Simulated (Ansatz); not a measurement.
# Tl2RuS4: relaxing a made-up structure

This structure for Tl2RuS4 is made up. Its elements were placed in a known structure type with a cell scaled to their sizes. What cell does the guess relax to, and how far off was it?

Calculated with Ansatz 0.2.0; DFT, r2SCAN, plane-wave PAW, files of the set soft_1, scalar-relativistic, no spin, cell and ions relaxed at zero pressure; PAW set soft_1, in the first sound run; inputs show where later runs differ.

### Step 1. Set-up

The structure is tetragonal, space group P-42m (No. 111). Conventional cell: a = 5.826 Å, b = 5.826 Å, c = 5.738 Å, α = 90.00°, β = 90.00°, γ = 90.00°. Nearest to Tl lie 4 S at 2.47 Å. Nearest to Ru lie 4 S at 2.36 Å. S has 1 Ru at 2.36 Å and 2 Tl at 2.47 Å nearest. Farther neighbours and most contacts between anions are not listed.

### Step 2. Relaxation of the guess

The guessed cell has no reason to be at equilibrium. It is relaxed with the atoms, within the space group of the guess.

input.yaml reads:

```yaml
crystal:
  lattice:
    - [5.826, 0.0, 0.0]
    - [0.0, 5.826, 0.0]
    - [0.0, 0.0, 5.738]
  atoms:
    - { symbol: Tl, position: [0.5, 0.0, 0.0] }
    - { symbol: Tl, position: [0.0, 0.5, 0.0] }
    - { symbol: Ru, position: [0.0, 0.0, 0.0] }
    - { symbol: S, position: [0.7657, 0.2343, 0.236] }
    - { symbol: S, position: [0.2343, 0.2343, 0.764] }
    - { symbol: S, position: [0.7657, 0.7657, 0.764] }
    - { symbol: S, position: [0.2343, 0.7657, 0.236] }
kpoints:
  mp_grid: { grid: [5, 5, 5] }
scf:
  occupations: { method: fermi_dirac, width: 0.05 }
hamiltonian:
  xc: r2scan
  pseudopotentials: { kind: paw, azcp: { folder: soft_1 } }
relax:
  f_tol: 0.015
  max_steps: 70
  cell: {}
output:
  forces: true
  stress: true
```

On the command line:

```sh
> ansatz run input.yaml --threads 4 --pin off --max-ram 10240MiB --backend cpu --events-out ev --progress --plain --runs-dir out
```

Numbers of over 12 decimals in the logs are rounded to 6 here.

The program printed:

```text
Engine: ansatz 0.2.0, x86_64-unknown-linux-gnu
Pseudopotentials: kind: paw
Pseudopotential: Tl, paw, valence charge 13, recommended cutoff 500 eV (meta_gga), soft_1/Tl.paw.azcp
Pseudopotential: Ru, paw, valence charge 16, recommended cutoff 500 eV (meta_gga), soft_1/Ru.paw.azcp
Pseudopotential: S, paw, valence charge 6, recommended cutoff 500 eV (meta_gga), soft_1/S.paw.azcp
Functional definition: r2SCAN
  parameter k0 = 0.174
  parameter k1 = 0.065
  parameter a1 = 4.9479
  exchange = r2scan_x(k0 = k0, k1 = k1, a1 = a1)
  correlation = r2scan_c
Crystal: 7 atoms, lattice volume = 194.761 Å³
Basis set: ecut = 500 eV, 4929 PW (Γ), exchange–correlation on 180×180×180 points (64 copies of the dense FFT grid, shifted against one another)
Bands: 40, of which v1, the nominal top of the filled ones, is band 33 counted from 1 (32 counted from 0)
Symmetry: 8 space group operations
Space group: P-42m (ITA 111), of the structure as read, at distance tolerance 5.8e-5 Å
k-points: 18 of 125 (time reversal used)
Non-local potential: Tl, projectors of the file, l = 0: 2, l = 1: 2, l = 2: 2, l = 3: 1
Non-local potential: Ru, projectors of the file, l = 0: 3, l = 1: 2, l = 2: 2, l = 3: 1
Non-local potential: S, projectors of the file, l = 0: 2, l = 1: 2, l = 2: 1
PAW form: soft (Blöchl's): semilocal exchange-correlation on the pseudo side does not see the compensation charge
PAW frozen core: Tl, regenerated for the run's functional (the file was generated under x = pbe(κ = 0.804, μ = 0.219515), c = pbe(β = 0.066725))
PAW frozen core: Ru, regenerated for the run's functional (the file was generated under x = pbe(κ = 0.804, μ = 0.219515), c = pbe(β = 0.066725))
PAW frozen core: S, regenerated for the run's functional (the file was generated under x = pbe(κ = 0.804, μ = 0.219515), c = pbe(β = 0.066725))
PAW one-centre angular grid: Tl, 590 points (default); XC on 160 Gauss nodes
PAW one-centre angular grid: Ru, 590 points (default); XC on 160 Gauss nodes
PAW one-centre angular grid: S, 302 points (default); XC on 160 Gauss nodes
Initial density: superposition of atomic densities (chi_scale 0.1, normalization cell, long waves kept (reshape's long-wave potential 0.06 eV rms))
Initial wavefunctions: pseudopotential atomic-orbital guess
Functional: x = r2scan, c = r2scan; τ floored in thin density (d = 2e-4 eV/Å³)
SCF iter   1: F=—  HF=-32432.929671 eV  |F-HF|=—  |Δ(HF+E_count)|=         —  Δρ=5.37e-2  dr2=6.41e0  dr2_τ=2.92e-1  ethr=3.10e-3  ⟨swp⟩=9.0  Hψ=3547  notcnv=0
preconditioner: auto → LDOS  [metal: Δε(μ)=0.010 eV  Ē_g=11.158 eV  σ=0.050 eV  W_gap=0.05  n_scr=32 (ndim 8)  ℏωp=20.3 eV  f_vac=0.091  D(μ)=9.14/eV (n_scr^D=80)  β→1.0]
SCF iter   2: F=—  HF=-32432.248169 eV  |F-HF|=—  |Δ(HF+E_count)|=   6.82e-1  Δρ=2.14e-2  dr2=1.50e0  dr2_τ=1.33e-1  ethr=3.10e-3  ⟨swp⟩=3.2  Hψ=1664  notcnv=0
SCF iter   3: F=—  HF=-32432.124482 eV  |F-HF|=—  |Δ(HF+E_count)|=   1.24e-1  Δρ=1.69e-2  dr2=1.05e0  dr2_τ=6.99e-3  ethr=2.27e-3  ⟨swp⟩=3.2  Hψ=1227  notcnv=0
SCF iter   4: F=—  HF=-32432.059028 eV  |F-HF|=—  |Δ(HF+E_count)|=   6.55e-2  Δρ=9.91e-3  dr2=3.42e-1  dr2_τ=4.47e-3  ethr=1.59e-3  ⟨swp⟩=1.1  Hψ=777  notcnv=0
SCF iter   5: F=—  HF=-32432.032633 eV  |F-HF|=—  |Δ(HF+E_count)|=   2.64e-2  Δρ=3.66e-3  dr2=5.09e-2  dr2_τ=4.57e-4  ethr=5.19e-4  ⟨swp⟩=2.0  Hψ=888  notcnv=0
SCF iter   6: F=—  HF=-32432.029028 eV  |F-HF|=—  |Δ(HF+E_count)|=   3.61e-3  Δρ=8.82e-4  dr2=3.25e-3  dr2_τ=3.05e-5  ethr=7.72e-5  ⟨swp⟩=2.0  Hψ=768  notcnv=0
SCF iter   7: F=—  HF=-32432.029167 eV  |F-HF|=—  |Δ(HF+E_count)|=   1.39e-4  Δρ=1.76e-4  dr2=9.21e-5  dr2_τ=3.79e-6  ethr=4.92e-6  ⟨swp⟩=2.1  Hψ=1038  notcnv=0
SCF iter   8: F=—  HF=-32432.029118 eV  |F-HF|=—  |Δ(HF+E_count)|=   4.87e-5  Δρ=6.53e-5  dr2=1.09e-5  dr2_τ=5.16e-7  ethr=1.40e-7  ⟨swp⟩=2.0  Hψ=1284  notcnv=0
SCF iter   9: F=—  HF=-32432.029120 eV  |F-HF|=—  |Δ(HF+E_count)|=   1.72e-6  Δρ=1.59e-5  dr2=8.84e-7  dr2_τ=2.58e-8  ethr=1.65e-8  ⟨swp⟩=2.9  Hψ=1429  notcnv=0
SCF iter  10: F=-32432.029121 eV  HF=-32432.029121 eV  |F-HF|=1.85e-8  |Δ(HF+E_count)|=   3.81e-7  Δρ=5.17e-6  dr2=5.50e-8  dr2_τ=2.97e-9  ethr=1.52e-10  ⟨swp⟩=3.7  Hψ=3311  notcnv=0
SCF 1 converged in 10 iterations: F = -32432.029121 eV  dr2 = 5.50e-8
  greatest PAW one-centre occupation: 0.999 electrons in one spin orbital (limit 2), on the Ru atom at site 2 (counted from 0), in its partial waves of l = 0
relax step   1: F+E_penalty+E_count = -32432.02912058 eV  Δ(F+E_penalty+E_count) = +0.000e0 eV  max|allowed force component| = 1.476e0 eV/Å  Δτ_max = 0.0000 Å  P = +7.282 GPa  Ω = 194.761 Å³  (10 SCF iters, dr2 threshold 1.00e-7 eV, accepted)
Crystal: 7 atoms, lattice volume = 207.879 Å³
Basis set: ecut = 500 eV, 5269 PW (Γ), exchange–correlation on 180×180×180 points (64 copies of the dense FFT grid, shifted against one another)
Initial density: handed on by an earlier stage of this run
Initial wavefunctions: those handed on with the density
iter 1 solved again at ethr=1.90e-3 eV; its pass at ethr=3.10e-3 eV (dr2=1.26e0 eV) is discarded
SCF iter   1: F=—  HF=-32432.499540 eV  |F-HF|=—  |Δ(HF+E_count)|=         —  Δρ=1.82e-2  dr2=1.26e0  dr2_τ=9.18e-1  ethr=1.90e-3  ⟨swp⟩=1.0  Hψ=4443  notcnv=0
preconditioner: auto → LDOS  [metal: Δε(μ)=0.015 eV  Ē_g=10.089 eV  σ=0.050 eV  W_gap=0.07  n_scr=32 (ndim 8)  ℏωp=19.6 eV  f_vac=0.165  D(μ)=7.15/eV (n_scr^D=56)  β→1.0]
SCF iter   2: F=—  HF=-32433.158653 eV  |F-HF|=—  |Δ(HF+E_count)|=   6.59e-1  Δρ=8.44e-3  dr2=7.85e-2  dr2_τ=3.57e-2  ethr=1.90e-3  ⟨swp⟩=2.9  Hψ=1401  notcnv=0
SCF iter   3: F=—  HF=-32433.151484 eV  |F-HF|=—  |Δ(HF+E_count)|=   7.17e-3  Δρ=3.82e-3  dr2=6.53e-2  dr2_τ=1.21e-3  ethr=1.19e-4  ⟨swp⟩=2.2  Hψ=1623  notcnv=0
SCF iter   4: F=—  HF=-32433.145823 eV  |F-HF|=—  |Δ(HF+E_count)|=   5.66e-3  Δρ=1.37e-3  dr2=8.80e-3  dr2_τ=1.84e-4  ethr=9.89e-5  ⟨swp⟩=1.7  Hψ=766  notcnv=0
SCF iter   5: F=—  HF=-32433.145220 eV  |F-HF|=—  |Δ(HF+E_count)|=   6.03e-4  Δρ=4.91e-4  dr2=9.76e-4  dr2_τ=1.44e-5  ethr=1.33e-5  ⟨swp⟩=1.0  Hψ=720  notcnv=0
SCF iter   6: F=—  HF=-32433.145225 eV  |F-HF|=—  |Δ(HF+E_count)|=   4.93e-6  Δρ=1.60e-4  dr2=1.10e-4  dr2_τ=1.29e-6  ethr=1.48e-6  ⟨swp⟩=1.9  Hψ=761  notcnv=0
SCF iter   7: F=—  HF=-32433.145161 eV  |F-HF|=—  |Δ(HF+E_count)|=   6.39e-5  Δρ=8.99e-5  dr2=3.22e-5  dr2_τ=3.90e-7  ethr=1.67e-7  ⟨swp⟩=2.1  Hψ=1063  notcnv=0
SCF iter   8: F=—  HF=-32433.145158 eV  |F-HF|=—  |Δ(HF+E_count)|=   2.62e-6  Δρ=3.00e-5  dr2=3.72e-6  dr2_τ=4.63e-8  ethr=4.88e-8  ⟨swp⟩=2.4  Hψ=1204  notcnv=0
[...]
relax step   5: F+E_penalty+E_count = -32435.71295707 eV  Δ(F+E_penalty+E_count) = -6.684e-1 eV  max|allowed force component| = 6.184e-1 eV/Å  Δτ_max = 0.1567 Å  P = +3.202 GPa  Ω = 254.245 Å³  energy of the carried Pulay correction = -5.032e-3 eV  (7 SCF iters, dr2 threshold 7.00e-7 eV, accepted)
relax step   6: F+E_penalty+E_count = -32436.07866661 eV  Δ(F+E_penalty+E_count) = -3.657e-1 eV  max|allowed force component| = 2.273e-1 eV/Å  Δτ_max = 0.0947 Å  P = -0.103 GPa  Ω = 275.420 Å³  energy of the carried Pulay correction = -6.521e-3 eV  (6 SCF iters, dr2 threshold 7.00e-7 eV, accepted)
relax step   7: F+E_penalty+E_count = -32436.11607153 eV  Δ(F+E_penalty+E_count) = -3.740e-2 eV  max|allowed force component| = 6.707e-2 eV/Å  Δτ_max = 0.0452 Å  P = -0.428 GPa  Ω = 279.350 Å³  energy of the carried Pulay correction = -6.783e-3 eV  (6 SCF iters, dr2 threshold 7.00e-7 eV, accepted)
relax step   8: F+E_penalty+E_count = -32436.12689536 eV  Δ(F+E_penalty+E_count) = -1.082e-2 eV  max|allowed force component| = 4.165e-2 eV/Å  Δτ_max = 0.0116 Å  P = -0.303 GPa  Ω = 273.894 Å³  energy of the carried Pulay correction = -6.418e-3 eV  (6 SCF iters, dr2 threshold 4.91e-7 eV, accepted)
relax step   9: F+E_penalty+E_count = -32436.13809972 eV  Δ(F+E_penalty+E_count) = -1.120e-2 eV  max|allowed force component| = 5.472e-2 eV/Å  Δτ_max = 0.0319 Å  P = +0.216 GPa  Ω = 259.511 Å³  energy of the carried Pulay correction = -5.415e-3 eV  (7 SCF iters, dr2 threshold 2.90e-7 eV, accepted)
relax step  10: F+E_penalty+E_count = -32436.13894118 eV  Δ(F+E_penalty+E_count) = -8.415e-4 eV  max|allowed force component| = 1.777e-2 eV/Å  Δτ_max = 0.0093 Å  P = -0.041 GPa  Ω = 259.598 Å³  energy of the carried Pulay correction = -5.421e-3 eV  (6 SCF iters, dr2 threshold 1.87e-7 eV, accepted)
relax step  11: F+E_penalty+E_count = -32436.13901411 eV  Δ(F+E_penalty+E_count) = -7.293e-5 eV  max|allowed force component| = 5.932e-4 eV/Å  Δτ_max = 0.0038 Å  P = -0.000 GPa  Ω = 260.195 Å³  energy of the carried Pulay correction = -5.464e-3 eV  (6 SCF iters, dr2 threshold 1.97e-8 eV, accepted)
relax step  12: F+E_penalty+E_count = -32436.18961755 eV  Δ(F+E_penalty+E_count) = -5.060e-2 eV  max|allowed force component| = 6.841e-3 eV/Å  Δτ_max = 0.0000 Å  P = +0.218 GPa  Ω = 260.195 Å³  stress off target by 3.26e-1 GPa  SCF on the basis re-selected at this cell (its energy is not comparable with the rows above)  (8 SCF iters)
relax step  13: F+E_penalty+E_count = -32436.19300212 eV  Δ(F+E_penalty+E_count) = -3.385e-3 eV  max|allowed force component| = 7.581e-3 eV/Å  Δτ_max = 0.0096 Å  P = +0.028 GPa  Ω = 263.357 Å³  energy of the carried Pulay correction = -2.348e-4 eV  (5 SCF iters, dr2 threshold 2.65e-7 eV, accepted)
iter 1 solved again at ethr=3.62e-6 eV; its pass at ethr=3.10e-3 eV (dr2=2.39e-3 eV) is discarded
SCF iter   1: F=—  HF=-32436.187231 eV  |F-HF|=—  |Δ(HF+E_count)|=         —  Δρ=1.47e-4  dr2=4.20e-6  dr2_τ=2.40e-7  ethr=3.62e-6  ⟨swp⟩=2.2  Hψ=5027  notcnv=0
eigensolver tolerance schedule: the retry pair's looser diagonalisation over-reported the residual by 567.51 of it (diagonalisation noise at 1.96 of the residual, at the tolerance the schedule requests for it); recorded, not acted on — ethr = c·dr2/N_el stays at c = 1.0e-1
preconditioner: auto → LDOS  [metal: Δε(μ)=0.084 eV  Ē_g=9.724 eV  σ=0.050 eV  W_gap=0.35  n_scr=46 (ndim 8)  ℏωp=17.4 eV  f_vac=0.266  D(μ)=2.54/eV (n_scr^D=10)  β→1.0]
SCF iter   2: F=—  HF=-32436.193240 eV  |F-HF|=—  |Δ(HF+E_count)|=   6.01e-3  Δρ=1.94e-5  dr2=5.57e-6  dr2_τ=5.36e-8  ethr=6.36e-9  ⟨swp⟩=3.3  Hψ=1991  notcnv=0
SCF iter   3: F=—  HF=-32436.193242 eV  |F-HF|=—  |Δ(HF+E_count)|=   1.63e-6  Δρ=6.77e-6  dr2=4.71e-7  dr2_τ=5.86e-9  ethr=6.36e-9  ⟨swp⟩=2.0  Hψ=981  notcnv=0
SCF iter   4: F=—  HF=-32436.193243 eV  |F-HF|=—  |Δ(HF+E_count)|=   9.50e-7  Δρ=3.68e-6  dr2=1.90e-7  dr2_τ=1.05e-9  ethr=7.14e-10  ⟨swp⟩=2.0  Hψ=1195  notcnv=0
SCF iter   5: F=—  HF=-32436.193243 eV  |F-HF|=—  |Δ(HF+E_count)|=   1.74e-7  Δρ=9.27e-7  dr2=1.82e-9  dr2_τ=4.65e-10  ethr=2.88e-10  ⟨swp⟩=2.0  Hψ=1007  notcnv=0
SCF iter   6: F=—  HF=-32436.193243 eV  |F-HF|=—  |Δ(HF+E_count)|=  3.09e-10  Δρ=3.41e-7  dr2=4.39e-10  dr2_τ=2.87e-11  ethr=2.76e-12  ⟨swp⟩=2.1  Hψ=1322  notcnv=0
SCF iter   7: F=-32436.193243 eV  HF=-32436.193243 eV  |F-HF|=5.82e-11  |Δ(HF+E_count)|=  7.64e-11  Δρ=9.81e-8  dr2=5.64e-11  dr2_τ=5.91e-13  ethr=1.00e-12  ⟨swp⟩=3.2  Hψ=3136  notcnv=0
SCF 14 converged in 7 iterations: F = -32436.193243 eV  dr2 = 5.64e-11
relax step  14: F+E_penalty+E_count = -32436.19324275 eV  Δ(F+E_penalty+E_count) = -2.406e-4 eV  max|allowed force component| = 7.580e-3 eV/Å  Δτ_max = 0.0000 Å  P = +0.028 GPa  Ω = 263.357 Å³  stress off target by 3.89e-2 GPa  SCF on the basis re-selected at this cell (its energy is not comparable with the rows above)  (7 SCF iters)
basis re-selected at this cell: Δ(F+E_penalty+E_count) = -2.406e-4 eV, ΔP = -0.000 GPa vs the last step (what re-selecting the basis moved, of the pressure what is left beyond the Pulay correction that the steps carried, after the strain that the cell walked since its last selection, with what the two solves' SCF thresholds leave and, on support functions, any second-order correction that the steps lacked; it is no m [...]
SCF converged after 7 iterations
Free energy (F): -32436.193243 eV
Harris-Foulkes:  -32436.193243 eV  (|F-HF|=5.82e-11)
Internal energy: -32436.172914 eV  (E = F + TS)
E sigma→0 (E₀):  -32436.183078 eV
Entropy (-TS):   -0.020329 eV (-2.904 meV/atom)
Fermi energy:    3.430037 eV
--- Per-component energies (eV) ---
  E_band       = -648.454564
  E_kinetic    = 1406.253763
  E_local      = -7702.893448  (includes V_loc(G=0)·N_el)
  E_nonlocal   = 1185.076164
  E_hartree    = 3048.532652
  E_xc         = -841.546866
  E_vxc        = -857.922524  (∫ρ·V_xc dr)
  E_paw        = -26413.512256  (= ΣΔE_a)
  E_vpaw       = -830.853077  (= ΣTr[D̂ρ^β])
  E_aug_tail   = 0.000602  (compensation charges beyond the density's cutoff)
  E_vtau       = 54.819246  (kinetic-family band-sum trace: ∫τ·v_τ [+ j·A + Jᵃ·Aᵃ] dr)
  E_ewald      = -3119.412613
  E_core_change = 1.329088  (= ΣΔE_core)
  E_smearing   = -0.020329  (= −TS)
  E_closure    = 0.000000  (closes the sum)
  Σ components = -32436.193243   (vs F -32436.193243, Δ=0.00e0)
--- Forces (eV/Å), atoms counted from 1 ---
  atom   1  Tl     0.00000000     0.00000000     0.00000000
  atom   2  Tl     0.00000000     0.00000000     0.00000000
  atom   3  Ru     0.00000000     0.00000000     0.00000000
  atom   4  S      0.00757993    -0.00757993     0.00235095
  atom   5  S     -0.00757993    -0.00757993    -0.00235095
  atom   6  S      0.00757993     0.00757993    -0.00235095
  atom   7  S     -0.00757993     0.00757993     0.00235095
  max |Σ_I F_I| component: 2.43e-17 eV/Å
--- Stress (GPa, compression-positive) ---
        0.038907       0.000000      -0.000000
        0.000000       0.038907       0.000000
       -0.000000       0.000000       0.005725
  P = ⅓ Tr σ = 0.0278 GPa (0.278 kbar)
--- Relaxed structure (12 steps of the walk, 12 accepted, 2 SCFs on fresh bases) ---
  F+E_penalty+E_count = -32436.19324275 eV   max|allowed force component| = 7.580e-3 eV/Å   (the final SCF, on the basis selected at the relaxed cell)
  cell:  # Å, volume = 263.3569 Å³
    - [7.319322, 0, 0.0]
    - [0, 7.319322, 0]
    - [0.0, 0, 4.915900]
  atoms:
    - { symbol: Tl, position: [0.500000, 0, 4.534829581675167e-19] }
    - { symbol: Tl, position: [0, 0.500000, 4.534829581675167e-19] }
    - { symbol: Ru, position: [0, 0, 4.534829581675167e-19] }
    - { symbol: S, position: [0.819453, 0.180547, 0.223471] }
    - { symbol: S, position: [0.180547, 0.180547, 0.776529] }
    - { symbol: S, position: [0.819453, 0.819453, 0.776529] }
    - { symbol: S, position: [0.180547, 0.819453, 0.223471] }
```

The job ended after 62 s (4 threads of INTEL XEON PLATINUM 8581C at 2.10GHz (Emerald Rapids), shared host; peak memory 1.1 GiB; 3.9 min of CPU time).

Relaxation path:

| step | energy less that of the first step (eV) | largest force component (eV/Å) | pressure (GPa) | volume (Å³) |
| --- | --- | --- | --- | --- |
| 1 | 0.0000 | 1.4763 | 7.28 | 194.76 |
| 2 | -1.1160 | 0.5734 | 0.47 | 207.88 |
| 3 | -1.9715 | 0.9216 | -0.10 | 221.40 |
| 4 | -3.0154 | 0.9975 | 0.36 | 237.33 |
| 5 | -3.6838 | 0.6184 | 3.20 | 254.24 |
| 6 | -4.0495 | 0.2273 | -0.10 | 275.42 |
| 7 | -4.0870 | 0.0671 | -0.43 | 279.35 |
| 8 | -4.0978 | 0.0417 | -0.30 | 273.89 |
| 9 | -4.1090 | 0.0547 | 0.22 | 259.51 |
| 10 | -4.1098 | 0.0178 | -0.04 | 259.60 |
| 11 | -4.1099 | 0.0006 | 0.00 | 260.19 |
| 12* | -4.1605 | 0.0068 | 0.22 | 260.19 |
| 13 | -4.1639 | 0.0076 | 0.03 | 263.36 |
| 14* | -4.1641 | 0.0076 | 0.03 | 263.36 |

Relaxation steps marked * repeat the geometry before them on a plane-wave basis chosen anew for their cell, so energy and pressure can jump there.

Forces are held to the 8 operations that the run works with; a distortion that breaks them can't arise in this run.

| cell as run | before | after | change |
| --- | --- | --- | --- |
| a (Å) | 5.826 | 7.319 | +25.6 % |
| b (Å) | 5.826 | 7.319 | +25.6 % |
| c (Å) | 5.738 | 4.916 | -14.3 % |
| volume (Å³/atom) | 27.82 | 37.62 | +35.2 % |

The atoms that moved most (Å, as changes of fractional coordinates times the final cell):

| atom | dx | dy | dz | length |
| --- | --- | --- | --- | --- |
| S6 | 0.393 | 0.393 | 0.062 | 0.560 |
| S4 | 0.393 | -0.393 | -0.062 | 0.560 |
| S7 | -0.393 | 0.393 | -0.062 | 0.560 |
| S5 | -0.393 | -0.393 | 0.062 | 0.560 |

The relaxed structure:

```cif
data_structure
_symmetry_space_group_name_H-M 'P 1'
_symmetry_Int_Tables_number 1
_cell_length_a 7.3193
_cell_length_b 7.3193
_cell_length_c 4.9159
_cell_angle_alpha 90.000
_cell_angle_beta 90.000
_cell_angle_gamma 90.000
_cell_volume 263.36
loop_
_atom_site_label
_atom_site_type_symbol
_atom_site_fract_x
_atom_site_fract_y
_atom_site_fract_z
_atom_site_occupancy
Tl1 Tl 0.50000 0.00000 0.00000 1
Tl2 Tl 0.00000 0.50000 0.00000 1
Ru3 Ru 0.00000 0.00000 0.00000 1
S4 S 0.81945 0.18055 0.22347 1
S5 S 0.18055 0.18055 0.77653 1
S6 S 0.81945 0.81945 0.77653 1
S7 S 0.18055 0.81945 0.22347 1
```

Numbers from this step:

```yaml
free_energy: -32436.1932 eV
energy_at_zero_smearing: -32436.1831 eV
smearing_term_ts: 0.02033 eV
fermi_energy: 3.430 eV
electrons: 66
symmetry_operations: 8
pressure: 0.02785 GPa
```

The shortest distance of each pair, which need not be the same contact before and after:

| pair | guess (Å) | relaxed (Å) |
| --- | --- | --- |
| Ru–S | 2.358 | 2.168 |
| S–Tl | 2.468 | 2.902 |
| S–S | 3.846 | 3.437 |
| Ru–Tl | 2.913 | 3.660 |
| Tl–Tl | 4.120 | 4.916 |

The relaxation ends with a largest force component of 0.0076 eV/Å and a pressure of 0.03 GPa.

(Continued in part 2 of 2.)

[Logs are printed without paths, hosts, clocks, repeated set-up lines and the standing remarks that a program may print on its own settings, such as how far it seeks lower states.]

[Hosts, paths, dates, database ids (printed as entryN), source tags and the programs' standing remarks are cut or masked in the printed files.]
